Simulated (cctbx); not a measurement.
## HoZn2Sn2 with cctbx, script by script

Library: cctbx 2025.11. The data are simulated by the first script.

## 1. Simulate the data

run.py:

```python
from cctbx import adptbx, crystal, miller, sgtbx, xray
from cctbx.array_family import flex
from iotbx.shelx import hklf
from scitbx import matrix
import scitbx.random

cs = crystal.symmetry(unit_cell=(4.3, 4.3, 11.088, 90, 90, 90), space_group_symbol='Hall: -I 4 2')  # I4/mmm
atoms = [  # label, site, U (iso, or U11 U22 U33 U12 U13 U23 in A^2), occupancy
    ("Ho1", (0, 0, 0), (0.0077, 0.0077, 0.0081, 0.0000, 0.0000, 0.0000), 1),
    ("Sn1", (0, 0, 0.3763), (0.0193, 0.0193, 0.0315, 0.0000, 0.0000, 0.0000), 1),
    ("Zn1", (0.5, 0, 0.25), (0.0161, 0.0161, 0.0142, 0.0000, 0.0000, 0.0000), 1),
]
xs = xray.structure(crystal_symmetry=cs)
for label, site, u, occ in atoms:
    u = adptbx.u_cif_as_u_star(cs.unit_cell(), u) if isinstance(u, tuple) else u
    xs.add_scatterer(xray.scatterer(label, site=site, u=u, occupancy=occ))
xs.set_inelastic_form_factors(0.71073, "sasaki")
xs.show_summary()
p1 = xs.expand_to_p1()
ms = miller.build_set(p1, anomalous_flag=True, d_min=0.6)
flex.set_random_seed(938541)
scitbx.random.set_random_seed(938541)
ms = ms.select(flex.random_double(ms.size()) < 0.5)
i = ms.structure_factors_from_scatterers(p1, algorithm="direct").f_calc().as_intensity_array().data()
i = i * 20000 / flex.max(i)
sig = flex.sqrt(i + flex.pow2(0.04 * i) + 2 ** 2)
noise = scitbx.random.variate(scitbx.random.normal_distribution())(i.size())
data = ms.array(data=i + sig * noise, sigmas=sig).set_observation_type_xray_intensity()
with open("data.hkl", "w") as f:
    data.export_as_shelx_hklf(f)
print("reflections written:", data.size(), " <I/sigma> = %.1f" % flex.mean(data.data() / data.sigmas()))
for h, a, b in list(data.sort("data"))[:12]:
    print("%4d%4d%4d %9.1f %7.1f" % (h + (a, b)))
```

```console
$ python run.py
```

```text
Number of scatterers: 3
At special positions: 3
Unit cell: (4.3, 4.3, 11.088, 90, 90, 90)
Space group: I 4/m m m (No. 139)
reflections written: 1990  <I/sigma> = 7.4
   0   2   0   21532.6   812.4
   2   0   0   19676.5   812.4
   0  -2   0   19603.7   812.4
   2  -2   0   13542.0   544.4
  -2   2   0   13524.2   544.4
  -2  -2   0   13012.0   544.4
  -1   0  -3    9190.0   359.4
   0   1   3    9025.9   359.4
  -1   1   2    8520.6   333.4
  -1  -1   2    8281.4   333.4
  -2   0   8    8188.6   313.3
   2   0   8    8005.4   313.3
```

It took 0.23 s on 1 thread of Arm Neoverse V2 (shared host), peak memory 0.07 GiB.

## 2. Symmetry

run.py:

```python
from cctbx import crystal, sgtbx, statistics
from cctbx.array_family import flex
from iotbx.shelx import hklf

p1 = crystal.symmetry(unit_cell=(4.3, 4.3, 11.088, 90, 90, 90), space_group_symbol="P 1")
raw = hklf.reader(file_name="data.hkl").as_miller_arrays(crystal_symmetry=p1, anomalous=True)[0]
print(raw.size(), "reflections to d = %.3f A" % raw.d_min())
isig = raw.data() / raw.sigmas()
print("centring   violations  <I/sigma> of those")
best = "P"
for c in "ABCIRF":
    a = raw.customized_copy(space_group_info=sgtbx.space_group_info("Hall: %s 1" % c)).sys_absent_flags().data()
    m = flex.mean(isig.select(a))
    print("%5s %10d of %5d %8.1f" % (c, (isig.select(a) > 4).count(True), a.count(True), m))
    if (isig.select(a) > 4).count(True) < 0.01 * a.count(True):
        best = c
raw = raw.select(~raw.customized_copy(space_group_info=sgtbx.space_group_info("Hall: %s 1" % best)).sys_absent_flags().data())
isig = raw.data() / raw.sigmas()
rows = []
for s in sgtbx.space_group_symbol_iterator():
    g = sgtbx.space_group(s)
    if g.conventional_centring_type_symbol() != best or not g.is_compatible_unit_cell(p1.unit_cell(), 1e-3, 0.02):
        continue
    rows.append((s, g))
print("Laue class    unique    Rint  (classes that these axes allow; Friedel mates merged)")
rint = {}
for s, g in rows:
    laue = g.build_derived_patterson_group()
    key = laue.type().hall_symbol()
    if key not in rint:
        m = raw.customized_copy(space_group_info=laue.info(), anomalous_flag=False).merge_equivalents()
        rint[key] = m.r_int()
        print("%-14s %6d %7.3f" % (laue.type().lookup_symbol(), m.array().size(), m.r_int()))
floor = min(rint.values())
good = [(s, g) for s, g in rows if rint[g.build_derived_patterson_group().type().hall_symbol()] < 2 * floor + 0.03]
top = max(g.build_derived_patterson_group().order_z() for s, g in good)
print("space group    extra absences  I>4sigma  <I/sigma>")
for s, g in good:
    laue = g.build_derived_patterson_group()
    if laue.order_z() != top:
        continue
    a = raw.customized_copy(space_group_info=g.info()).sys_absent_flags().data()
    a &= ~raw.customized_copy(space_group_info=laue.info()).sys_absent_flags().data()
    bad = (isig.select(a) > 4).count(True)
    if bad <= 0.03 * a.count(True):
        print("%-16s %8d %10d %9s  %s" % (s.universal_hermann_mauguin(), a.count(True), bad, "%.1f" % flex.mean(isig.select(a)) if a.count(True) else "-", "centric" if g.is_centric() else "acentric"))
laue = max(good, key=lambda t: t[1].build_derived_patterson_group().order_z())[1].build_derived_patterson_group()
f = raw.customized_copy(space_group_info=laue.info(), anomalous_flag=False).merge_equivalents().array().eliminate_sys_absent().f_sq_as_f()
f.set_observation_type_xray_amplitude()
bins = max(3, min(8, f.size() // 12))
f.setup_binner(n_bins=bins)
w = statistics.wilson_plot(f, {e: n / laue.order_z() for e, n in {'Ho': 2.0, 'Sn': 4.0, 'Zn': 4.0}.items()}, e_statistics=True)
print("Wilson B = %.2f A^2   <|E^2-1|> = %.3f (0.968 centric, 0.736 acentric)   E^2>4: %.1f %%" % (w.wilson_b, w.mean_e_sq_minus_1, w.percent_e_sq_gt_2))
print("shell (A)         n   <I/sigma>")
m = raw.customized_copy(space_group_info=laue.info(), anomalous_flag=False).merge_equivalents().array().eliminate_sys_absent()
for b in m.setup_binner(n_bins=bins).range_used():
    sel = m.binner().selection(b)
    print("%5.2f - %4.2f %6d %8.1f" % (min(m.binner().bin_d_range(b)[0] if m.binner().bin_d_range(b)[0] > 0 else 99, 99), m.binner().bin_d_range(b)[1], sel.count(True), flex.mean((m.data() / m.sigmas()).select(sel))))
```

```console
$ python run.py
```

```text
1990 reflections to d = 0.600 A
centring   violations  <I/sigma> of those
    A        495 of   998      7.9
    B        491 of   970      8.0
    C        486 of   978      7.0
    I          0 of   959      0.0
    R        678 of  1325      7.5
    F        736 of  1473      7.6
Laue class    unique    Rint  (classes that these axes allow; Friedel mates merged)
I 1 2/m 1         513   0.031
I 1 1 2/m         500   0.029
I 2/m 1 1         510   0.030
I m m m           309   0.032
I 4/m             263   0.032
I 4/m m m         176   0.034
space group    extra absences  I>4sigma  <I/sigma>
I 4 2 2                 0          0         -  acentric
I 4 m m                 0          0         -  acentric
I -4 m 2                0          0         -  acentric
I -4 2 m                0          0         -  acentric
I 4/m m m               0          0         -  centric
Wilson B = 0.98 A^2   <|E^2-1|> = 0.699 (0.968 centric, 0.736 acentric)   E^2>4: 0.0 %
shell (A)         n   <I/sigma>
 5.54 - 1.20     28     31.4
 1.20 - 0.95     23     33.0
 0.95 - 0.83     23     31.9
 0.83 - 0.76     19     36.8
 0.76 - 0.70     21     25.8
 0.70 - 0.66     21     30.5
 0.66 - 0.63     17     34.8
 0.63 - 0.60     24     27.0
```

Time: 0.26 s.

## 3. Patterson map

run.py:

```python
from cctbx import crystal, maptbx
from iotbx.shelx import hklf

cs = crystal.symmetry(unit_cell=(4.3, 4.3, 11.088, 90, 90, 90), space_group_symbol='Hall: -I 4 2')  # I4/mmm
raw = hklf.reader(file_name="data.hkl").as_miller_arrays(crystal_symmetry=cs, anomalous=True)[0]
merged = raw.eliminate_sys_absent().merge_equivalents()
fo2 = merged.array().set_observation_type_xray_intensity()
f = fo2.average_bijvoet_mates().f_sq_as_f()
pm = f.patterson_map(symmetry_flags=maptbx.use_space_group_symmetry, sharpening=False, resolution_factor=0.25)
peaks = pm.peak_search(parameters=maptbx.peak_search_parameters(min_distance_sym_equiv=0.4, max_clusters=14)).all()
top = peaks.heights()[0]
print("Patterson group", f.patterson_symmetry().space_group_info())
print("      u       v       w   height  length (A)")
for x, h in zip(peaks.sites(), peaks.heights()):
    y = [t - round(t) for t in x]
    print("%7.3f %7.3f %7.3f %8.1f %8.2f" % (x + (1000 * h / top, cs.unit_cell().length(y))))
```

```console
$ python run.py
```

```text
Patterson group I 4/m m m
      u       v       w   height  length (A)
  0.000   0.000   0.000   1000.0     0.00
  0.000   0.000   0.377    555.1     4.17
  0.000   0.500   0.250    367.6     3.51
  0.000   0.500   0.127    178.5     2.57
  0.000   0.000   0.247    124.4     2.74
  0.000   0.000   0.500    108.5     5.54
  0.089   0.308   0.430      0.5     4.96
  0.000   0.279   0.072     -0.0     1.44
  0.091   0.298   0.060     -0.2     1.49
  0.194   0.194   0.066     -1.3     1.39
  0.074   0.207   0.188     -1.5     2.29
  0.165   0.310   0.313     -1.6     3.79
  0.200   0.200   0.438     -3.0     5.00
```

Time: 0.24 s.

## 4. Charge flipping

run.py:

```python
import itertools
from cctbx import crystal, maptbx
from cctbx.array_family import flex
from iotbx.shelx import hklf
from smtbx.ab_initio import charge_flipping as cf

cs = crystal.symmetry(unit_cell=(4.3, 4.3, 11.088, 90, 90, 90), space_group_symbol='Hall: -I 4 2')  # I4/mmm
raw = hklf.reader(file_name="data.hkl").as_miller_arrays(crystal_symmetry=cs, anomalous=True)[0]
merged = raw.eliminate_sys_absent().merge_equivalents()
fo2 = merged.array().set_observation_type_xray_intensity()
f = fo2.average_bijvoet_mates().f_sq_as_f().resolution_filter(d_min=0.8)
p1 = f.expand_to_p1()
p1.setup_binner_counting_sorted(reflections_per_bin=max(40, p1.size() // 12))
work = p1.array(data=p1.data() / p1.amplitude_quasi_normalisations().data())
flex.set_random_seed(90073)
it = cf.weak_reflection_improved_iterator(delta=None, weak_reflection_fraction=0.3)
it.start(work, phases=flex.random_double(p1.size()) * 6.2832, f_000=0)
it.delta = 1.1 * it.rho_map.sigma()
print("cycle      R  skewness")
for n, st in enumerate(itertools.islice(it, 300)):
    if n % 25 == 0:
        print("%5d %6.3f %8.2f" % (n, st.r1_factor(), st.rho_map.skewness()))
rho = p1.phase_transfer(it.f_calc).fft_map().apply_volume_scaling()
polish = cf.low_density_elimination_iterator(constant_rho_c=rho.sigma())
polish.start(f_obs=p1, phases=it.f_calc, f_000=0)
for _ in range(8):
    next(polish)
print("origin shift          correlation  skewness")
maps = []
for fc, shift, cc in itertools.islice(cf.f_calc_symmetrisations(f, polish.f_calc, 0), 4):
    m = f.phase_transfer(fc).fft_map(symmetry_flags=maptbx.use_space_group_symmetry, resolution_factor=0.25).apply_sigma_scaling()
    maps.append((m.skewness(), cc, m))
    print("%6.3f %6.3f %6.3f %10.3f %9.2f" % (tuple(shift) + (cc, m.skewness())))
skew, cc, m = max((t for t in maps if t[1] > maps[0][1] - 0.04), key=lambda t: t[0])
print("taken: symmetry correlation %.3f, skewness %.2f" % (cc, skew))
peaks = m.peak_search(parameters=maptbx.peak_search_parameters(min_distance_sym_equiv=0.9, max_clusters=8)).all()
sps = cs.special_position_settings(min_distance_sym_equiv=0.5)
print("peak      x       y       z  mult  height/sigma")
for k, (x, h) in enumerate(zip(peaks.sites(), peaks.heights())):
    ss = sps.site_symmetry(x)
    print("Q%-3d %7.4f %7.4f %7.4f %4d %8.1f" % ((k + 1,) + tuple(t % 1 for t in ss.exact_site()) + (ss.multiplicity(), h)))
```

```console
$ python run.py
```

```text
cycle      R  skewness
    0  0.560     0.26
   25  0.505     1.61
   50  0.433     2.95
   75  0.404     2.96
  100  0.391     2.80
  125  0.400     2.76
  150  0.371     2.92
  175  0.376     2.60
  200  0.409     2.68
  225  0.415     2.82
  250  0.417     2.82
  275  0.390     2.82
origin shift          correlation  skewness
 0.443  0.066  0.128      0.933      5.68
 0.443  0.067  0.319      0.930      5.87
 0.456  0.063  0.440      0.879      5.62
-0.011  0.688  0.026      0.850      0.59
taken: symmetry correlation 0.930, skewness 5.87
peak      x       y       z  mult  height/sigma
Q1    0.0000  0.0000  0.0000    2     17.5
Q2    0.0000  0.0000  0.3763    4      9.7
Q3    0.0000  0.5000  0.2500    4      8.8
Q4    0.0000  0.5000  0.0528    8      2.3
Q5    0.0000  0.5000  0.1412    8      1.6
Q6    0.0000  0.2878  0.0000    8      1.1
Q7    0.1674  0.1674  0.0536   16      1.0
Q8    0.1531  0.1531  0.3269   16      0.7
```

Time: 0.33 s.

## 5. Refinement (model from the peaks)

run.py:

```python
import math
from cctbx import adptbx, crystal, maptbx, sgtbx, xray
from cctbx.array_family import flex
from cctbx.xray import observations
from iotbx.shelx import hklf
from scitbx.lstbx import normal_eqns_solving
from smtbx import absolute_structure, utils
from smtbx.refinement import constraints, least_squares

cs = crystal.symmetry(unit_cell=(4.3, 4.3, 11.088, 90, 90, 90), space_group_symbol='Hall: -I 4 2')  # I4/mmm
atoms = [  # label, site, U (iso, or U11 U22 U33 U12 U13 U23 in A^2), occupancy
    ("Ho1", (0, 0, 0), 0.0200, 1),
    ("Sn1", (0, 0, 0.3763), 0.0200, 1),
    ("Zn1", (0, 0.5, 0.25), 0.0200, 1),
]
xs = xray.structure(crystal_symmetry=cs)
for label, site, u, occ in atoms:
    u = adptbx.u_cif_as_u_star(cs.unit_cell(), u) if isinstance(u, tuple) else u
    xs.add_scatterer(xray.scatterer(label, site=site, u=u, occupancy=occ))
xs.set_inelastic_form_factors(0.71073, "sasaki")
raw = hklf.reader(file_name="data.hkl").as_miller_arrays(crystal_symmetry=cs, anomalous=True)[0]
merged = raw.eliminate_sys_absent().merge_equivalents()
fo2 = merged.array().set_observation_type_xray_intensity()
print("Rint %.3f, %d unique reflections to %.2f A" % (merged.r_int(), fo2.size(), fo2.d_min()))
for sc in xs.scatterers():
    sc.flags.set_grad_site(True)
    sc.flags.set_grad_u_aniso(sc.flags.use_u_aniso())
    sc.flags.set_grad_u_iso(sc.flags.use_u_iso())
obs = fo2.as_xray_observations()
extra = {}
rep = constraints.reparametrisation(xs, [], utils.connectivity_table(xs), **extra)
ls = least_squares.crystallographic_ls(obs, rep, weighting_scheme=least_squares.mainstream_shelx_weighting(a=0, b=0))
print("cycle     R1     wR2    GooF  max shift (A)")
for cycle in range(6):
    ls.build_up()
    r1, wr2, goof = ls.r1_factor(cutoff_factor=2)[0], ls.wR2(), ls.goof()
    old = xs.sites_cart()
    normal_eqns_solving.levenberg_marquardt_iterations(ls, n_max_iterations=3, tau=0.0001, step_threshold=1e-7)
    big = flex.max((xs.sites_cart() - old).norms())
    print("%4d %7.4f %7.4f %7.3f %9.5f" % (cycle + 1, r1, wr2, goof, big))
    ls.build_up(objective_only=True)
    if abs(ls.wR2() - wr2) < 5e-5 and big < 5e-4:
        break
ls.build_up()
print("final R1 %.4f wR2 %.4f GooF %.3f  parameters %d  data/parameter %.1f" % (ls.r1_factor(cutoff_factor=2)[0], ls.wR2(), ls.goof(), ls.n_parameters, fo2.size() / ls.n_parameters))
cov = ls.covariance_matrix_and_annotations()
su = dict(zip(cov.annotations, (math.sqrt(max(v, 0)) for v in cov.matrix.matrix_packed_u_diagonal())))
a2 = cs.unit_cell().reciprocal_parameters()[0] ** -2
print("atom        x        y        z      Ueq    occ   su(xyz)  su(Uiso or U11)")
for sc in xs.scatterers():
    s = max(su.get(sc.label + k, 0) for k in (".x", ".y", ".z"))
    npd = "" if sc.is_positive_definite_u(cs.unit_cell()) else "  NPD"
    print("%-5s %8.5f %8.5f %8.5f %8.4f %6.3f %8.5f %7.4f%s" % ((sc.label,) + sc.site + (sc.u_iso_or_equiv(cs.unit_cell()), sc.occupancy, s, su.get(sc.label + ".uiso", su.get(sc.label + ".u11", 0) * a2), npd)))
fo = fo2.f_sq_as_f()
fc = fo.structure_factors_from_scatterers(xs, algorithm="direct").f_calc()
diff = fo.f_obs_minus_f_calc(1 / math.sqrt(ls.scale_factor()), fc).average_bijvoet_mates()
m = diff.fft_map(symmetry_flags=maptbx.use_space_group_symmetry, resolution_factor=0.25).apply_volume_scaling()
print("difference map: max %.2f min %.2f rms %.2f" % (m.statistics().max(), m.statistics().min(), m.statistics().sigma()))
peaks = m.peak_search(parameters=maptbx.peak_search_parameters(min_distance_sym_equiv=0.6, max_clusters=5)).all()
near = xs.closest_distances(peaks.sites(), distance_cutoff=4)
sps = cs.special_position_settings(min_distance_sym_equiv=0.5)
for k, (x, h) in enumerate(zip(peaks.sites(), peaks.heights())):
    ss = sps.site_symmetry(x)
    print("Q%-3d %7.4f %7.4f %7.4f %4d %7.2f  %.2f A from %s" % ((k + 1,) + tuple(t % 1 for t in ss.exact_site()) + (ss.multiplicity(), h, near.smallest_distances[k], xs.scatterers()[near.i_seqs[k]].label)))
```

```console
$ python run.py
```

```text
Rint 0.034, 176 unique reflections to 0.60 A
cycle     R1     wR2    GooF  max shift (A)
   1  0.2139  0.5581  19.969   0.00075
   2  0.0410  0.1167   4.175   0.00000
final R1 0.0410 wR2 0.1167 GooF 4.175  parameters 4  data/parameter 44.0
atom        x        y        z      Ueq    occ   su(xyz)  su(Uiso or U11)
Ho1    0.00000  0.00000  0.00000   0.0079  1.000  0.00000  0.0003
Sn1    0.00000  0.00000  0.37637   0.0233  1.000  0.00015  0.0004
Zn1    0.00000  0.50000  0.25000   0.0156  1.000  0.00000  0.0005
difference map: max 12.05 min -5.21 rms 0.66
Q1    0.0000  0.0000  0.3428    4   12.55  0.37 A from Sn1
Q2    0.0000  0.0000  0.4114    4   11.96  0.39 A from Sn1
Q3    0.0000  0.0000  0.0000    2    3.85  0.00 A from Ho1
Q4    0.0000  0.0000  0.2705    4    1.78  1.17 A from Sn1
Q5    0.0000  0.5000  0.2500    4    1.34  0.00 A from Zn1
```

Time: 0.38 s.

Figures of merit this high mean that the model is still wrong or incomplete.

## 6. Refinement (anisotropic displacement)

run.py, as its changes from the last script of this kind:

```diff
@@ -12,3 +12,3 @@
-    ("Ho1", (0, 0, 0), 0.0200, 1),
-    ("Sn1", (0, 0, 0.3763), 0.0200, 1),
-    ("Zn1", (0, 0.5, 0.25), 0.0200, 1),
+    ("Ho1", (0, 0, 0), 0.0079, 1),
+    ("Sn1", (0, 0, 0.37637), 0.0233, 1),
+    ("Zn1", (0, 0.5, 0.25), 0.0156, 1),
@@ -20,0 +21 @@
+xs.convert_to_anisotropic()
@@ -34 +35 @@
-for cycle in range(6):
+for cycle in range(8):
@@ -38 +39 @@
-    normal_eqns_solving.levenberg_marquardt_iterations(ls, n_max_iterations=3, tau=0.0001, step_threshold=1e-7)
+    normal_eqns_solving.levenberg_marquardt_iterations(ls, n_max_iterations=3, tau=1e-06, step_threshold=1e-7)
@@ -59 +60 @@
-peaks = m.peak_search(parameters=maptbx.peak_search_parameters(min_distance_sym_equiv=0.6, max_clusters=5)).all()
+peaks = m.peak_search(parameters=maptbx.peak_search_parameters(min_distance_sym_equiv=0.6, max_clusters=6)).all()
```

```console
$ python run.py
```

```text
Rint 0.034, 176 unique reflections to 0.60 A
cycle     R1     wR2    GooF  max shift (A)
   1  0.0410  0.1167   4.212   0.00082
   2  0.0113  0.0262   0.945   0.00000
final R1 0.0113 wR2 0.0262 GooF 0.945  parameters 7  data/parameter 25.1
atom        x        y        z      Ueq    occ   su(xyz)  su(Uiso or U11)
Ho1    0.00000  0.00000  0.00000   0.0080  1.000  0.00000  0.0001
Sn1    0.00000  0.00000  0.37630   0.0235  1.000  0.00004  0.0001
Zn1    0.00000  0.50000  0.25000   0.0157  1.000  0.00000  0.0001
difference map: max 0.62 min -0.70 rms 0.19
Q1    0.0945  0.0945  0.0000    8    0.63  0.57 A from Ho1
Q2    0.0000  0.5000  0.1152    8    0.63  1.49 A from Zn1
Q3    0.0000  0.2363  0.0414   16    0.62  1.12 A from Ho1
Q4    0.0000  0.0000  0.2638    4    0.61  1.25 A from Sn1
Q5    0.0000  0.2501  0.2021   16    0.58  1.20 A from Zn1
Q6    0.0000  0.3697  0.3262   16    0.55  1.01 A from Zn1
```

It took 0.36 s on 1 thread of Arm Neoverse V2, with other jobs on the host, peak memory 0.09 GiB.

[Logs are printed without paths, hosts, clocks, repeated set-up lines and the standing remarks that a program may print on its own settings, such as how far it seeks lower states.]
